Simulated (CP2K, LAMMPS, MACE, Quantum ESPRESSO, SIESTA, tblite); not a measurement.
# Bulk modulus two ways: amorphous 41Ga2O3-59SiO2 (mol %) (111 atoms), CP2K double zeta, PBE

The cell holds 111 atoms (24 Ga, 17 Si and 70 O). Recipe: 111 atoms (24 Fe, 17 Si, 70 O) placed at random at 3.3 g/cm³, melted at 5000 K for 10 ps at fixed volume with the Morse and Coulomb pair potential with partial charges (Pedone, Malavasi, Menziani, Cormack and Segre, J. Phys. Chem. B 110, 11780 (2006)). Quenched from 5000 K to 300 K at 50 K/ps and fixed volume, held 10 ps at zero pressure, then minimised at fixed cell. Then Fe was replaced by Ga and the cell scaled by 1.005 (the potential has no terms for the new elements, so the cell is a start for a DFT relaxation). Then the atoms were relaxed with MACE MP-0b3 medium in the fixed cell.

Calculated with CP2K 2026.2: PBE; DZVP-MOLOPT-SR, GTH-PBE potentials, 800 Ry; k-points Γ. The cell is scaled evenly by ±3 % in volume, and MACE MP-0b3 medium relaxes the atoms at each volume before the single point.

```
volume (Å³/atom)  energy less the middle row's (meV/atom)  pressure (GPa)
          11.134                                   13.414           8.602
          11.478                                    0.000           5.277
          11.822                                   -7.013           2.695
```

Task: Find the bulk modulus at the middle volume from the pressures and from the energies, and check the printed pressure against the slope of the energy (1 meV/Å³ = 0.16022 GPa).

**Working.**

The step is h = 0.3443 Å³. From pressures: B = −V dP/dV = 11.478 × (8.602 − (2.695)) / (2 × 0.3443) = 98.5 GPa.

From energies: B = V d²E/dV² = 11.478 × (13.414 + (-7.013)) / 0.3443² = 619.7 meV/Å³ = 99.3 GPa.

Slope: P = −dE/dV = −(-7.013 − (13.414)) / (2 × 0.3443) = 29.7 meV/Å³ = 4.75 GPa, against 5.28 GPa printed.

The two moduli agree within 1 %.

A central difference over ±3 % overstates P by about B(1 + B′)(0.03)²/6, some 0.07 GPa for B′ = 4, which is small against the gap found. The atoms follow MACE MP-0b3 medium, so this level's forces do work along the path, which enters the energies but not the printed pressures.

Limits: three points, a static cell at zero temperature, the cell shape held; the modulus is that at 5.3 GPa, not at zero pressure.

[Logs are printed without paths, hosts, clocks, repeated set-up lines and the standing remarks that a program may print on its own settings, such as how far it seeks lower states.]

[Hosts, paths, dates, database ids (printed as entryN), source tags and the programs' standing remarks are cut or masked in the printed files.]
